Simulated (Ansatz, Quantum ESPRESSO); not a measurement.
# CeH2 (Fm-3m): zone-centre phonons, part 3 of 3

Which modes does CeH2 (Fm-3m) have at the zone centre?

Quantum ESPRESSO 7.5; DFT PBEsol, scalar-relativistic, plane waves, PseudoDojo norm-conserving, 4f in core pseudopotentials.

So far, highest optical zone-centre mode (no LO-TO term) (cm⁻¹): step 6 (zone-centre analysis) 1011; step 8 (ASR crystal) 1010.

## (9) Cross-check with Ansatz

A second program on the same cell, potentials, cutoff and meshes tests the implementation of the phonon response, not its convergence. Its k mesh is centred on Γ.

This step: DFT PBEsol, scalar-relativistic, plane waves, norm-conserving pseudopotentials, 4f in core (Ansatz 0.2.0).

The input, input.yaml:

```yaml
crystal:
  lattice:
    - [-2.7854596261, 0.0, 2.7854596261]
    - [0.0, 2.7854596261, 2.7854596261]
    - [-2.7854596261, 2.7854596261, 0.0]
  atoms:
    - { symbol: Ce, position: [0.0, 0.0, 0.0] }
    - { symbol: H, position: [0.75, 0.75, 0.75] }
    - { symbol: H, position: [0.25, 0.25, 0.25] }
kpoints:
  mp_grid: { grid: [12, 12, 12] }
hamiltonian:
  xc: pbesol
  pseudopotentials:
    kind: nc
    azcp: { Ce: "pseudopotentials/pbe/nc/lanthanide_3plus/Ce.nc.azcp" }
    accuracy: standard
scf:
  occupations: { method: cold, width: 0.27211 }
output:
  eigenvalues: true
basis:
  ecutwfc: 870.764
phonons:
  method: dfpt
```

The run is started by

```
$ ansatz run input.yaml --threads 4 --pin off --max-ram 8192MiB --backend cpu --events-out ev --progress --plain --runs-dir out
```

Numbers of over 12 decimals in the logs are rounded to 6 here.

Output:

```text
Warning: basis.ecutwfc = 870.764 eV is below the records' recommended 979.609905 eV, and the density's cutoff is lower with it unless basis.ecutrho_ratio is high enough to keep the records' density cutoff: compare with a run at a higher cutoff
Warning: <dir> the record states the generating functional pbe (its physics header spells it `PBE`), which answers neither for hamiltonian.xc's functional nor for the pbesol family's — results may be inconsistent (PPs are generated against a specific XC)
zone centre: on kpoints.mp_grid the ground state, and the responses unless they are solved on pairs of k-points, stand on 163 of the mesh's 1728 k-points, reduced under 8 symmetry operations, with k and −k counted as one. Each operation leaves every solved displacement unchanged or reverses it
Engine: ansatz 0.2.0, aarch64-unknown-linux-gnu
Pseudopotentials: kind: nc
Pseudopotential: Ce, nc, valence charge 11, recommended cutoff 653.07327 eV (normal), <dir>
Pseudopotential: H, nc, valence charge 1, recommended cutoff 979.609905 eV (normal), H.nc.azcp (PseudoDojo's, or run here from an input of PseudoDojo's; its table is named by hamiltonian.pseudopotentials.accuracy)
Functional definition: PBEsol
  exchange = pbesol_x
  correlation = pbesol_c
Crystal: 3 atoms, lattice volume = 43.224 Å³
Basis set: ecut = 870.764 eV, 2565 PW (Γ), exchange–correlation on 80×80×80 points (8 copies of the dense FFT grid, shifted against one another)
Bands: 11, of which v1, the nominal top of the filled ones, is band 7 counted from 1 (6 counted from 0)
Symmetry: 48 space group operations
k-points: 163 of 1728 (irreducible under 8 space group operations, time reversal used)
Non-local potential: Ce, projectors of the file, l = 0: 2, l = 1: 2, l = 2: 2, l = 3: 1
Non-local potential: H, projectors of the file, l = 0: 2, l = 1: 1
Initial density: superposition of atomic densities (chi_scale 0.1, normalization cell, long waves kept (reshape's long-wave potential 0.00 eV rms))
Initial wavefunctions: pseudopotential atomic-orbital guess
Functional: x = pbesol(κ = 0.804, μ = 0.123457), c = pbesol(β = 0.046)
SCF iter   1: F=—  HF=-1004.281254 eV  |F-HF|=—  |Δ(HF+E_count)|=         —  Δρ=5.62e-2  dr2=1.45e0  ethr=3.10e-3  ⟨swp⟩=5.0  Hψ=9328  notcnv=0
preconditioner: auto → none  [metal: Δε(μ)=0.066 eV  Ē_g=14.745 eV  σ=0.272 eV  W_gap=0.16  n_scr=8 (ndim 8)  ℏωp=18.7 eV  f_vac=0.000  D(μ)=0.85/eV (n_scr^D=0)  sad-step TF]
SCF iter   2: F=—  HF=-1003.888091 eV  |F-HF|=—  |Δ(HF+E_count)|=   3.93e-1  S|Δr|=    0.00e0  Δρ=2.88e-2  dr2=4.40e-1  ethr=3.10e-3  ⟨swp⟩=1.3  Hψ=3146  notcnv=0
SCF iter   3: F=—  HF=-1003.721171 eV  |F-HF|=—  |Δ(HF+E_count)|=   1.67e-1  S|Δr|=    0.00e0  Δρ=3.70e-3  dr2=2.30e-3  ethr=3.10e-3  ⟨swp⟩=2.0  Hψ=2937  notcnv=0
SCF iter   4: F=—  HF=-1003.721435 eV  |F-HF|=—  |Δ(HF+E_count)|=   2.64e-4  S|Δr|=    0.00e0  Δρ=5.54e-4  dr2=1.15e-4  ethr=1.77e-5  ⟨swp⟩=2.2  Hψ=3327  notcnv=0
SCF iter   5: F=—  HF=-1003.721400 eV  |F-HF|=—  |Δ(HF+E_count)|=   3.53e-5  S|Δr|=    0.00e0  Δρ=1.59e-4  dr2=4.94e-6  ethr=8.81e-7  ⟨swp⟩=2.3  Hψ=2811  notcnv=0
SCF iter   6: F=—  HF=-1003.721400 eV  |F-HF|=—  |Δ(HF+E_count)|=   4.30e-7  S|Δr|=    0.00e0  Δρ=1.83e-5  dr2=7.25e-8  ethr=3.80e-8  ⟨swp⟩=2.4  Hψ=2882  notcnv=0
SCF iter   7: F=—  HF=-1003.721400 eV  |F-HF|=—  |Δ(HF+E_count)|=   1.76e-7  S|Δr|=    0.00e0  Δρ=9.26e-7  dr2=1.13e-10  ethr=5.58e-10  ⟨swp⟩=2.2  Hψ=2825  notcnv=0  defer=2
SCF iter   8: F=-1003.721400 eV  HF=-1003.721400 eV  |F-HF|=4.55e-13  |Δ(HF+E_count)|=  1.58e-10  S|Δr|=    0.00e0  Δρ=5.69e-8  dr2=4.81e-13  ethr=1.00e-12  ⟨swp⟩=7.4  Hψ=9838  notcnv=0
SCF 1 converged in 8 iterations: F = -1003.721400 eV  dr2 = 4.81e-13
DFPT response loops at Γ: preconditioner auto → Kerker (q_TF=auto, 2.233 Å⁻¹) (partly filled bands, converged f_vac=0.000); β = 1.00, the filter's whole step (`scf.mixing.beta` (0.50) is not read by the response loops under this deck's `scf.mixing.preconditioner`; to damp them name `kerker` or `kerker_dos`, under which they read `scf.mixing.beta`, and type it under 1.00, their step now; both keys bind the ground state too); Broyden in place of MSR1
SCF converged after 8 iterations
Stability not checked: this state was not tested for a lower state beside it, because cold or Methfessel-Paxton smearing, or corrected tetrahedra, fill the levels in a way that the test cannot read (fill_not_monotonic; see scf.lower_state_search)
Free energy (F): -1003.721400 eV
Harris-Foulkes:  -1003.721400 eV  (|F-HF|=4.55e-13)
Internal energy: -1003.722875 eV  (E = F + TS)
E sigma→0 (E₀):  -1003.721892 eV
Entropy (-TS):   0.001475 eV (0.492 meV/atom)
Fermi energy:    9.329741 eV
--- Per-component energies (eV) ---
  E_band       = -68.904878
  E_kinetic    = 255.100748
  E_local      = -416.933161  (includes V_loc(G=0)·N_el)
  E_nonlocal   = 60.379463
  E_hartree    = 113.245984
  E_xc         = -238.266676
  E_vxc        = -193.943894  (∫ρ·V_xc dr)
  E_ewald      = -777.249233
  E_smearing   = 0.001475  (= −TS)
  E_closure    = 0.000000  (closes the sum)
  Σ components = -1003.721400   (vs F -1003.721400, Δ=0.00e0)
--- Band table (eV; the first three rows and the last of 163) ---
  k-point 0: bands = [... 3 lower, -7.7158, 2.7613, 8.0294, 10.2048, 10.2048, 10.2048, 12.6546, 12.6546]
  k-point 1: bands = [... 3 lower, -7.7232, 2.9170, 7.5312, 10.2892, 10.2892, 10.8974, 12.5547, 12.5547]
  k-point 2: bands = [... 3 lower, -7.7433, 3.3267, 6.7855, 10.4760, 10.4760, 12.1804, 12.4018, 12.4018]
  k-point 162: bands = [... 3 lower, -8.0062, 4.4567, 6.8630, 7.5628, 14.2666, 14.3863, 14.3863, 16.0721]
--- Phonons (Γ-DFPT): 2 representative perturbations + reference, on 163 of 1728 k-points (Σ response iterations 6) ---
  k mesh reduced under 8 symmetry operations, with k and −k counted as one. Each operation leaves every solved displacement unchanged or reverses it
  ASR residual: 1.748e-5 → 0.000e0 eV/Å²; symmetrization residual: 1.697e-6 eV/Å²
  ASR residual per site (eV/Å²): 4.51e-6 1.75e-5 1.75e-5
  Γ frequencies (cm⁻¹): 0.00 0.00 0.00 834.25 834.25 834.25 1011.12 1011.12 1011.12
  non-analytic LO–TO correction: not included (Born effective charges unavailable; polar crystals: no LO–TO splitting at Γ)
```

It took 10 s on 4 threads of Arm Neoverse V2, shared host; peak memory 0.86 GiB.

Numbers from this step:

- sum-rule residual before enforcement: 1.75e-5 eV/Å²
- highest optical zone-centre mode (no LO-TO term): 1011 cm⁻¹
- lowest optical zone-centre mode: 834.2 cm⁻¹

## (10) Side by side: QE PseudoDojo and Ansatz, PseudoDojo

Numbers from this step:

```yaml
root_mean_square_difference: 0.27 cm⁻¹
largest_difference: 0.32 cm⁻¹
```

Frequencies side by side, by row:

```csv
q (reciprocal lattice),mode,QE PseudoDojo (cm⁻¹),"Ansatz, PseudoDojo (cm⁻¹)"
0 0 0,1,0,0
0 0 0,2,0,0
0 0 0,3,0,0
0 0 0,4,833.9,834.2
0 0 0,5,833.9,834.2
0 0 0,6,833.9,834.2
0 0 0,7,1011,1011
0 0 0,8,1011,1011
0 0 0,9,1011,1011
```

At the zone centre the largest difference (acoustic modes at Γ apart) is 0.03 % of the highest mode.

## (11) Outcome

```json
{
  "space group after relaxation": "Fm-3m",
  "volume per atom": "14.4 Å³",
  "highest optical zone-centre mode (no LO-TO term)": "1011 cm⁻¹",
  "lowest optical zone-centre mode": "833.9 cm⁻¹",
  "imaginary optical modes at the zone centre (no q mesh in this session)": "none",
  "largest difference from Ansatz, PseudoDojo": "0.32 cm⁻¹"
}
```

At the PBEsol level the optical modes of CeH2 (Fm-3m) at the zone centre run from 834 to 1011 cm⁻¹. Of the 6 optical modes, 3 are infrared active alone and 3 are Raman active alone; inversion symmetry keeps the two sets apart. QE PseudoDojo and Ansatz, PseudoDojo agree to 0.32 cm⁻¹ (0.03 % of the highest mode compared) on all solved modes but the acoustic ones at Γ, without the LO-TO term. These are harmonic frequencies at zero temperature: anharmonic shifts and linewidths and thermal expansion are left out. Spin-orbit coupling is left out, which can matter for the heavy elements here. In a metal the frequencies hang on the k mesh and the smearing, most of all near Kohn anomalies. The runs are without spin polarisation, although the cell has an odd electron count or an open d or f shell, so a magnetic state was not tested. The 4f electrons are frozen in the core as for a trivalent ion, in files made for PBE, so their moments and any magnetic order are left out. The relaxation ran at 64 Ry, under the 72 Ry recommended for these files; the stress of so short a basis can leave the cell about one per cent too small. Ansatz warns that the cutoff lies 11 % under the one recommended for these files; agreement at one cutoff is not convergence.

[Host names and launcher messages were left out of these logs when they were recorded.]

[Logs are printed without paths, hosts, clocks, repeated set-up lines and the standing remarks that a program may print on its own settings, such as how far it seeks lower states.]

[Hosts, paths, dates, database ids (printed as entryN), source tags and the programs' standing remarks are cut or masked in the printed files.]
